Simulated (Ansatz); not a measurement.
## TaSnO3 (Pm-3m): following an unstable mode

Wanted: the energy along a soft mode of TaSnO3 (Pm-3m) and the structure at the end.

Program: Ansatz 0.2.0. Level of theory: DFT PBEsol, scalar-relativistic, plane waves, PAW; PAW set soft_1. Results are calculated unless marked as measured.

## Step 1: Set-up

Symmetry: Pm-3m, No. 221, cubic system. Conventional cell: a = 4.024 Å, b = 4.024 Å, c = 4.024 Å, α = 90.00°, β = 90.00°, γ = 90.00°. Nearest to Ta lie 6 O at 2.01 Å. Nearest to Sn lie 12 O at 2.85 Å. Nearest to O lie 2 Ta at 2.01 Å. Farther neighbours and most contacts between anions are not listed.

## Step 2: Phonons on a q mesh

The cell comes from relaxations at this level that are not shown. Stability and thermal properties need the whole zone. Linear response on a 4×4×4 q mesh gives force constants as far as a supercell of that size would.

The input, input.yaml:

```yaml
crystal:
  lattice:
    - [4.0241795564, 0.0, 0.0]
    - [0.0, 4.0241795564, 0.0]
    - [0.0, 0.0, 4.0241795564]
  atoms:
    - { symbol: Ta, position: [0.5, 0.5, 0.5] }
    - { symbol: Sn, position: [0.0, 0.0, 0.0] }
    - { symbol: O, position: [0.0, 0.5, 0.5] }
    - { symbol: O, position: [0.5, 0.0, 0.5] }
    - { symbol: O, position: [0.5, 0.5, 0.0] }
kpoints:
  mp_grid: { grid: [12, 12, 12] }
hamiltonian:
  xc: pbesol
  pseudopotentials: { kind: paw, azcp: { folder: soft_1 }, xc_functional: pbe }
scf:
  occupations: { method: methfessel_paxton, width: 0.2 }
output:
  eigenvalues: true
phonons:
  method: dfpt
  qmesh: [4, 4, 4]
  temperatures: { t_max: 1000, t_step: 50 }
  qpath:
    path:
      - [[0.0, 0.0, 0.0], [0.0, 0.5, 0.0], [0.5, 0.5, 0.0], [0.0, 0.0, 0.0], [0.5, 0.5, 0.5], [0.0, 0.5, 0.0]]
      - [[0.5, 0.5, 0.5], [0.5, 0.5, 0.0]]
    npoints: 10
```

Run with:

```sh
> ansatz run input.yaml --threads 4 --pin off --max-ram 10240MiB --backend cpu --events-out ev --progress --plain --runs-dir out
```

Numbers of over 12 decimals in the logs are rounded to 6 here.

The program printed:

```text
Engine: ansatz 0.2.0, aarch64-unknown-linux-gnu
Pseudopotentials: kind: paw
Pseudopotential: Ta, paw, valence charge 13, recommended cutoff 420 eV (normal), soft_1/Ta.paw.azcp
Pseudopotential: Sn, paw, valence charge 14, recommended cutoff 420 eV (normal), soft_1/Sn.paw.azcp
Pseudopotential: O, paw, valence charge 6, recommended cutoff 420 eV (normal), soft_1/O.paw.azcp
Functional definition: PBEsol
  exchange = pbesol_x
  correlation = pbesol_c
Crystal: 5 atoms, lattice volume = 65.168 Å³
Basis set: ecut = 420 eV, 1309 PW (Γ), exchange–correlation on 54×54×54 points (8 copies of the dense FFT grid, shifted against one another)
Bands: 28, of which v1, the nominal top of the filled ones, is band 23 counted from 1 (22 counted from 0)
Symmetry: 48 space group operations
k-points: 84 of 1728
Non-local potential: Ta, projectors of the file, l = 0: 3, l = 1: 2, l = 2: 2, l = 3: 1
Non-local potential: Sn, projectors of the file, l = 0: 2, l = 1: 2, l = 2: 2, l = 3: 1
Non-local potential: O, projectors of the file, l = 0: 2, l = 1: 2, l = 2: 1
PAW form: soft (Blöchl's): semilocal exchange-correlation on the pseudo side does not see the compensation charge
PAW frozen core: Ta, regenerated for the run's functional, and the local potential with it (the file was generated under x = pbe(κ = 0.804, μ = 0.219515), c = pbe(β = 0.066725))
PAW frozen core: Sn, regenerated for the run's functional, and the local potential with it (the file was generated under x = pbe(κ = 0.804, μ = 0.219515), c = pbe(β = 0.066725))
PAW frozen core: O, regenerated for the run's functional, and the local potential with it (the file was generated under x = pbe(κ = 0.804, μ = 0.219515), c = pbe(β = 0.066725))
PAW one-centre angular grid: Ta, 590 points (default); XC on 64 Gauss nodes
PAW one-centre angular grid: Sn, 590 points (default); XC on 64 Gauss nodes
PAW one-centre angular grid: O, 110 points (default); XC on 64 Gauss nodes
Initial density: superposition of atomic densities (chi_scale 0.1, normalization cell, long waves kept (reshape's long-wave potential 0.00 eV rms))
Initial wavefunctions: pseudopotential atomic-orbital guess
Functional: x = pbesol(κ = 0.804, μ = 0.123457), c = pbesol(β = 0.046)
SCF iter   1: F=—  HF=-17442.426475 eV  |F-HF|=—  |Δ(HF+E_count)|=         —  Δρ=4.77e-2  dr2=1.34e0  ethr=3.10e-3  ⟨swp⟩=5.3  Hψ=9627  notcnv=0
preconditioner: auto → Kerker (q_TF=auto, 2.565 Å⁻¹)  [metal: Δε(μ)=0.046 eV  Ē_g=14.801 eV  σ=0.200 eV  W_gap=0.19  n_scr=18 (ndim 8)  ℏωp=28.0 eV  f_vac=0.000  D(μ)=1.50/eV (n_scr^D=6)]
SCF iter   2: F=—  HF=-17442.280482 eV  |F-HF|=—  |Δ(HF+E_count)|=   1.46e-1  S|Δr|=    0.00e0  Δρ=2.56e-2  dr2=3.87e-1  ethr=2.98e-3  ⟨swp⟩=2.0  Hψ=3401  notcnv=0  defer=37
SCF iter   3: F=—  HF=-17442.239907 eV  |F-HF|=—  |Δ(HF+E_count)|=   4.06e-2  S|Δr|=    0.00e0  Δρ=1.31e-2  dr2=6.41e-2  ethr=8.59e-4  ⟨swp⟩=2.1  Hψ=3448  notcnv=0  defer=37
SCF iter   4: F=—  HF=-17442.228941 eV  |F-HF|=—  |Δ(HF+E_count)|=   1.10e-2  S|Δr|=    0.00e0  Δρ=2.69e-3  dr2=3.95e-3  ethr=1.42e-4  ⟨swp⟩=2.5  Hψ=4023  notcnv=0  defer=32
SCF iter   5: F=—  HF=-17442.229644 eV  |F-HF|=—  |Δ(HF+E_count)|=   7.03e-4  S|Δr|=    0.00e0  Δρ=6.87e-4  dr2=3.78e-4  ethr=8.78e-6  ⟨swp⟩=2.6  Hψ=3680  notcnv=0  defer=32
SCF iter   6: F=—  HF=-17442.229734 eV  |F-HF|=—  |Δ(HF+E_count)|=   8.93e-5  S|Δr|=    0.00e0  Δρ=2.12e-4  dr2=3.42e-5  ethr=8.40e-7  ⟨swp⟩=2.5  Hψ=3470  notcnv=0  defer=32
SCF iter   7: F=—  HF=-17442.229739 eV  |F-HF|=—  |Δ(HF+E_count)|=   5.12e-6  S|Δr|=    0.00e0  Δρ=6.09e-5  dr2=2.03e-6  ethr=7.59e-8  ⟨swp⟩=2.0  Hψ=3739  notcnv=0  defer=32
SCF iter   8: F=—  HF=-17442.229737 eV  |F-HF|=—  |Δ(HF+E_count)|=   2.26e-6  S|Δr|=    0.00e0  Δρ=1.50e-5  dr2=9.35e-8  ethr=4.51e-9  ⟨swp⟩=2.0  Hψ=3464  notcnv=0  defer=32
SCF iter   9: F=—  HF=-17442.229737 eV  |F-HF|=—  |Δ(HF+E_count)|=   3.11e-8  S|Δr|=    0.00e0  Δρ=2.83e-6  dr2=3.37e-9  ethr=2.08e-10  ⟨swp⟩=2.0  Hψ=3878  notcnv=0  defer=32
SCF iter  10: F=—  HF=-17442.229737 eV  |F-HF|=—  |Δ(HF+E_count)|=  9.09e-10  S|Δr|=    0.00e0  Δρ=3.04e-7  dr2=3.76e-11  ethr=7.50e-12  ⟨swp⟩=2.0  Hψ=3460  notcnv=0  defer=32
SCF iter  11: F=-17442.229737 eV  HF=-17442.229737 eV  |F-HF|=3.64e-12  |Δ(HF+E_count)|=  1.09e-11  S|Δr|=    0.00e0  Δρ=3.73e-8  dr2=7.15e-13  ethr=1.00e-12  ⟨swp⟩=7.6  Hψ=10189  notcnv=0
SCF 1 converged in 11 iterations: F = -17442.229737 eV  dr2 = 7.15e-13
  greatest PAW one-centre occupation: 0.999 electrons in one spin orbital (limit 2), on the Ta atom at site 0 (counted from 0), in its partial waves of l = 0
phonons: the bands overlap, so this run is a metal and interpolates without the dipole-dipole term. If the crystal is really an insulator or semiconductor, its LO-TO splitting is missing
NSCF: frozen V_eff on 84 k-points
NSCF: frozen V_eff on 343 k-points
DFPT response loops at q = (0, 0, 0) (fractional): preconditioner auto → Kerker (q_TF=auto, 2.565 Å⁻¹) (partly filled bands, converged f_vac=0.000); β = 1.00, the filter's whole step (`scf.mixing.beta` (0.50) is not read by the response loops under this deck's `scf.mixing.preconditioner`; to damp them name `kerker` or `kerker_dos`, under which they read `scf.mixing.beta`, and type it under 1.00, their step now; both keys bind the ground state too); Broyden in place of MSR1
NSCF: frozen V_eff on 1176 k-points
DFPT response loops at q = (0, 0, 0.25) (fractional): mixed as the last ones told, above
NSCF: frozen V_eff on 686 k-points
DFPT response loops at q = (0, 0, -0.5) (fractional): mixed as the last ones told, above
NSCF: frozen V_eff on 2016 k-points
DFPT response loops at q = (0, 0.25, 0.25) (fractional): mixed as the last ones told, above
NSCF: frozen V_eff on 1176 k-points
DFPT response loops at q = (0, 0.25, -0.5) (fractional): mixed as the last ones told, above
NSCF: frozen V_eff on 686 k-points
DFPT response loops at q = (0, -0.5, -0.5) (fractional): mixed as the last ones told, above
NSCF: frozen V_eff on 3456 k-points
DFPT response loops at q = (0.25, 0.25, 0.25) (fractional): mixed as the last ones told, above
NSCF: frozen V_eff on 2016 k-points
DFPT response loops at q = (0.25, 0.25, -0.5) (fractional): mixed as the last ones told, above
NSCF: frozen V_eff on 1176 k-points
DFPT response loops at q = (0.25, -0.5, -0.5) (fractional): mixed as the last ones told, above
NSCF: frozen V_eff on 686 k-points
DFPT response loops at q = (-0.5, -0.5, -0.5) (fractional): mixed as the last ones told, above
SCF converged after 11 iterations
Stability not checked: this state was not tested for a lower state beside it, because cold or Methfessel-Paxton smearing, or corrected tetrahedra, fill the levels in a way that the test cannot read (fill_not_monotonic; see scf.lower_state_search)
Free energy (F): -17442.229737 eV
Harris-Foulkes:  -17442.229737 eV  (|F-HF|=3.64e-12)
Internal energy: -17442.220704 eV  (E = F + TS)
E sigma→0 (E₀):  -17442.227479 eV
Entropy (-TS):   -0.009033 eV (-1.807 meV/atom)
Fermi energy:    13.743095 eV
--- Per-component energies (eV) ---
  E_band       = -215.213755
  E_kinetic    = 1059.618080
  E_local      = -2457.797111  (includes V_loc(G=0)·N_el)
  E_nonlocal   = 297.576063
  E_hartree    = 1011.825394
  E_xc         = -654.992172
  E_vxc        = -584.961946  (∫ρ·V_xc dr)
  E_paw        = -12944.979212  (= ΣΔE_a)
  E_vpaw       = -553.302308  (= ΣTr[D̂ρ^β])
  E_aug_tail   = 0.002663  (compensation charges beyond the density's cutoff)
  E_ewald      = -3754.078825
  E_core_change = 0.604416  (= ΣΔE_core)
  E_smearing   = -0.009033  (= −TS)
  E_closure    = -0.000000  (closes the sum)
  Σ components = -17442.229737   (vs F -17442.229737, Δ=0.00e0)
--- Band table (eV; the first three rows and the last of 84) ---
  k-point 0: bands = [... 19 lower, 9.3743, 9.3743, 9.3743, 12.9903, 12.9903, 12.9903, 17.1719, 17.1719, ... 1 higher]
  k-point 1: bands = [... 19 lower, 9.2000, 9.3470, 9.3470, 12.9959, 13.1845, 13.1845, 16.7157, 17.1210, ... 1 higher]
  k-point 2: bands = [... 19 lower, 9.0622, 9.3225, 9.3225, 13.0112, 13.6790, 13.6790, 15.8511, 16.9895, ... 1 higher]
  k-point 83: bands = [... 19 lower, 10.0415, 10.0415, 10.0415, 16.1275, 16.1275, 16.1275, 17.2395, 17.2395, ... 1 higher]
--- Phonons (Γ-DFPT): 4 representative perturbations + reference (Σ response iterations 12) ---
  ASR residual: 7.660e-4 → 0.000e0 eV/Å²; symmetrization residual: 5.323e-6 eV/Å²
  ASR residual per site (eV/Å²): 7.66e-4 2.52e-6 4.81e-4 4.81e-4 4.81e-4
  Γ frequencies (cm⁻¹): -33.44 -33.44 -33.44 0.00 0.00 0.00 259.79 259.79 259.79 269.31 269.31 269.31 557.76 557.76 557.76
--- Phonons (arbitrary-q DFPT): 10 irreducible q on the 4×4×4 mesh ---
  q = [0.0000, 0.0000, 0.0000] (star 1, of the zone-centre solve; hermiticity 5.95e-7, symmetrization 2.62e-12): -33.44 -33.44 -33.44 -0.00 -0.00 0.00 259.79 259.79 259.79 269.31 269.31 269.31 557.76 557.76 557.76
  q = [0.0000, 0.0000, 0.2500] (star 6, 9 solved perturbations in 4536 linear systems a pass and spin channel, the states on 588 of 1728 k-point pairs; hermiticity 4.10e-7, symmetrization 1.65e-13): -40.46 -40.46 -15.26 -15.26 28.67 128.07 210.02 210.02 245.99 245.99 246.82 259.59 525.56 525.56 594.04
  q = [0.0000, 0.0000, -0.5000] (star 3, 9 solved perturbations in 2646 linear systems a pass and spin channel, the states on 343 of 1728 k-point pairs; hermiticity 3.04e-7, symmetrization 4.42e-10): -25.19 -25.19 62.31 62.31 90.03 173.70 198.45 198.45 249.67 258.22 258.22 318.83 518.33 518.33 657.65
  q = [0.0000, 0.2500, 0.2500] (star 12, 9 solved perturbations in 7686 linear systems a pass and spin channel, the states on 1008 of 1728 k-point pairs; hermiticity 3.21e-7, symmetrization 4.88e-14): -55.97 -18.93 -13.80 46.97 116.56 140.74 192.77 198.14 203.22 244.62 258.28 280.19 506.59 588.13 599.81
  q = [0.0000, 0.2500, -0.5000] (star 12, 15 solved perturbations on 588 of 1728 k-point pairs; hermiticity 2.40e-7, symmetrization 4.72e-10): -26.20 -14.83 59.71 66.17 101.13 145.85 180.30 188.34 206.97 253.89 262.58 323.37 497.20 589.15 683.07
  q = [0.0000, -0.5000, -0.5000] (star 3, 9 solved perturbations in 2646 linear systems a pass and spin channel, the states on 343 of 1728 k-point pairs; hermiticity 3.81e-7, symmetrization 4.94e-10): -8.57 24.80 24.80 41.77 88.84 194.18 194.18 199.80 199.80 290.02 290.02 325.43 486.46 644.83 723.14
  q = [0.2500, 0.2500, 0.2500] (star 8, 4 solved perturbations in 4536 linear systems a pass and spin channel, the states on 1728 of 1728 k-point pairs; hermiticity 2.12e-7, symmetrization 1.41e-12): 9.36 9.36 36.89 116.19 116.19 147.21 183.16 198.75 198.75 268.09 268.09 298.78 594.93 594.93 611.56
  q = [0.2500, 0.2500, -0.5000] (star 12, 9 solved perturbations in 7686 linear systems a pass and spin channel, the states on 1008 of 1728 k-point pairs; hermiticity 2.42e-7, symmetrization 5.07e-10): -14.65 17.02 25.67 85.45 109.84 130.45 152.13 186.62 199.08 260.63 274.45 312.48 597.65 604.16 704.40
  q = [0.2500, -0.5000, -0.5000] (star 6, 9 solved perturbations in 4536 linear systems a pass and spin channel, the states on 588 of 1728 k-point pairs; hermiticity 4.20e-7, symmetrization 5.28e-10): -13.72 -13.34 23.33 23.33 109.42 109.42 150.61 194.52 194.52 283.92 283.92 296.28 613.03 658.81 748.36
  q = [-0.5000, -0.5000, -0.5000] (star 1, 4 solved perturbations in 931 linear systems a pass and spin channel, the states on 343 of 1728 k-point pairs; hermiticity 3.69e-7, symmetrization 5.05e-10): 24.78 24.78 24.78 36.35 36.35 36.35 187.55 187.55 187.55 271.13 271.13 271.13 672.12 672.12 787.09
  sum rule: each row above includes the acoustic sum rule's correction from the zone centre's row sums; it moved no ω² by more than (2.86 cm⁻¹)²
  mesh force constants: q→R imaginary residual 1.45e-18; ASR residual 7.660e-4 → 0.000e0 eV/Å²; symmetrization residual 2.132e-14 eV/Å²
  interpolated dispersion: 62 rows × 15 modes
  density of states and harmonic sums: on the 16×16×16 q-mesh, interpolated from the force constants of a 4×4×4 supercell (no non-analytic term)
  largest difference from the sums on the solved wave vectors: F 9.77e-2 eV, S 1.29e-4 and C_V 3.11e-5 eV/K
  zero-point energy: 0.220243 eV/cell   skipped modes (ω ≤ 0): 270, of them read as no rigid motion or as one in doubt: 267 (1.561e0 modes/cell left out, lowest -55.98 cm⁻¹)   left out of the sums: 1.04e-1 of the cell's modes: C_V's classical limit lies that fraction below 3 k_B per atom; for a crystal, a wire or a layer, F and S can be off by more, and a phonons.interpolated_qmesh denser along its periods is the remedy for the sampling
```

Wall time 47 min (4 threads of Arm Neoverse V1, shared host); peak memory 6.1 GiB.

The column dr2 measures how far the density is from self-consistency, as an energy; F and HF (Harris–Foulkes) agree once it is small.

This step gave:

| Quantity | Value |
| --- | --- |
| volume per atom | 13.03 Å³ |
| gap on the k-mesh | 0 eV |
| sum-rule residual before enforcement | 7.66e-4 eV/Å² |
| lowest frequency on the path | -57.08 cm⁻¹ |
| point group | m-3m |
| highest frequency on the path or at a solved wavevector | 787.1 cm⁻¹ |
| highest optical mode at the zone centre (no LO-TO term) | 557.8 cm⁻¹ |
| lowest optical zone-centre mode | -33.44 cm⁻¹ |
| lowest mode on the q mesh (acoustic modes at Γ apart) | -55.97 cm⁻¹ |

Frequencies (cm⁻¹) solved at each irreducible wavevector; negative means imaginary. Frequencies by wavevector, by row:

```
q in reciprocal lattice units  star  mode 1  mode 2  mode 3  mode 4  mode 13  mode 14  mode 15
                        0 0 0     1   -33.4   -33.4   -33.4       0    557.8    557.8    557.8
                     0 0 0.25     6   -40.5   -40.5   -15.3   -15.3    525.6    525.6      594
                     0 0 -0.5     3   -25.2   -25.2    62.3    62.3    518.3    518.3    657.6
                  0 0.25 0.25    12     -56   -18.9   -13.8      47    506.6    588.1    599.8
                  0 0.25 -0.5    12   -26.2   -14.8    59.7    66.2    497.2    589.1    683.1
                  0 -0.5 -0.5     3    -8.6    24.8    24.8    41.8    486.5    644.8    723.1
               0.25 0.25 0.25     8     9.4     9.4    36.9   116.2    594.9    594.9    611.6
               0.25 0.25 -0.5    12   -14.7      17    25.7    85.5    597.6    604.2    704.4
               0.25 -0.5 -0.5     6   -13.7   -13.3    23.3    23.3      613    658.8    748.4
               -0.5 -0.5 -0.5     1    24.8    24.8    24.8    36.4    672.1    672.1    787.1
```

Interpolated from a 4×4×4 q mesh. The phonon branches at the labelled points (cm⁻¹):

```
    point  branch 1  branch 2  branch 3  branch 4  branch 12  branch 13  branch 14  branch 15
        Γ       -33       -33       -33         0        269        558        558        558
  halfway       -40       -40       -15       -15        260        526        526        594
        X       -25       -25        62        62        319        518        518        658
  halfway       -26       -15        60        66        323        497        589        683
        M        -9        25        25        42        325        486        645        723
  halfway       -56       -19       -14        47        280        507        588        600
        Γ       -33       -33       -33         0        269        558        558        558
  halfway         9         9        37       116        299        595        595        612
        R        25        25        25        36        271        672        672        787
  halfway       -15        17        26        85        312        598        604        704
        X       -25       -25        62        62        319        518        518        658
jump to R        25        25        25        36        271        672        672        787
  halfway       -14       -13        23        23        296        613        659        748
        M        -9        25        25        42        325        486        645        723
```

Symmetry leaves 10 wavevectors to solve. The lowest mode among them, the acoustic zeros apart, lies at q = (0, 0.25, 0.25) and is imaginary, 56.0i cm⁻¹, so the energy falls along it.

## Step 3: The mode frozen in, largest atomic shift 0 Å

The mode followed lies at q = (0, 0, -0.5) with frequency 25.2i cm⁻¹ and is 2-fold degenerate, one of the unstable modes though not the softest. At small amplitude the distorted cell has space group no. 63 by a symmetry search on the positions. The undistorted cell that holds it gives the zero of energy on the same k mesh.

System of this step: TaSnO3. It takes space group Pm-3m (No. 221, cubic). Conventional cell: a = 4.024 Å, b = 4.024 Å, c = 4.024 Å, α = 90.00°, β = 90.00°, γ = 90.00°. Nearest to Ta lie 6 O at 2.01 Å. Nearest to Sn lie 12 O at 2.85 Å. Nearest to O lie 2 Ta at 2.01 Å. Nearest to O lie 2 Ta at 2.01 Å. Farther neighbours and most contacts between anions are not listed.

The input, input.yaml:

```yaml
crystal:
  lattice:
    - [4.0241795564, 0.0, 0.0]
    - [0.0, 4.0241795564, 0.0]
    - [0.0, 0.0, 8.0483591128]
  atoms:
    - { symbol: Ta, position: [0.5, 0.5, 0.25] }
    - { symbol: Ta, position: [0.5, 0.5, 0.75] }
    - { symbol: Sn, position: [0.0, 0.0, 0.0] }
    - { symbol: Sn, position: [0.0, 0.0, 0.5] }
    - { symbol: O, position: [0.0, 0.5, 0.25] }
    - { symbol: O, position: [0.0, 0.5, 0.75] }
    - { symbol: O, position: [0.5, 0.0, 0.25] }
    - { symbol: O, position: [0.5, 0.0, 0.75] }
    - { symbol: O, position: [0.5, 0.5, 0.0] }
    - { symbol: O, position: [0.5, 0.5, 0.5] }
kpoints:
  mp_grid: { grid: [10, 10, 6] }
hamiltonian:
  xc: pbesol
  pseudopotentials: { kind: paw, azcp: { folder: soft_1 }, xc_functional: pbe }
scf:
  occupations: { method: methfessel_paxton, width: 0.2 }
output:
  forces: true
  stress: true
  eigenvalues: true
```

The program printed:

```text
[...]
Crystal: 10 atoms, lattice volume = 130.335 Å³
Basis set: ecut = 420 eV, 2547 PW (Γ), exchange–correlation on 54×54×108 points (8 copies of the dense FFT grid, shifted against one another)
Bands: 55, of which v1, the nominal top of the filled ones, is band 45 counted from 1 (44 counted from 0)
Symmetry: 32 space group operations
[...]
k-points: 84 of 600
[...]
k-point 0: bands = [... 41 lower, 9.3625, 9.3705, 10.9276, 12.9178, 12.9708, 12.9743, 12.9743, 13.0556, ... 6 higher]
  k-point 1: bands = [... 41 lower, 9.3481, 9.3481, 10.6232, 12.9764, 13.0498, 13.1691, 13.1691, 13.2712, ... 6 higher]
  k-point 2: bands = [... 41 lower, 9.3314, 9.3314, 10.0216, 12.9917, 13.0340, 13.6646, 13.6646, 14.0258, ... 6 higher]
  k-point 83: bands = [... 41 lower, 9.4109, 10.0326, 10.0326, 15.1298, 15.1298, 15.1298, 15.1298, 15.6894, ... 6 higher]
[key lines of the parts left out:]
SCF converged after 8 iterations
Free energy (F): -34884.469590 eV
Fermi energy:    13.745773 eV
P = ⅓ Tr σ = -0.0325 GPa (-0.325 kbar)
```

Run time: 10 s. Hardware: 4 threads; peak memory 0.77 GiB.

This step gave:

```
pressure                         : -0.03245 GPa
energy from the undistorted cell : 0 meV/atom
```

The run ends at a pressure of -0.03 GPa.

(Part 1 of 3 ends here.)

[Logs are printed without paths, hosts, clocks, repeated set-up lines and the standing remarks that a program may print on its own settings, such as how far it seeks lower states.]

[Hosts, paths, dates, database ids (printed as entryN), source tags and the programs' standing remarks are cut or masked in the printed files.]
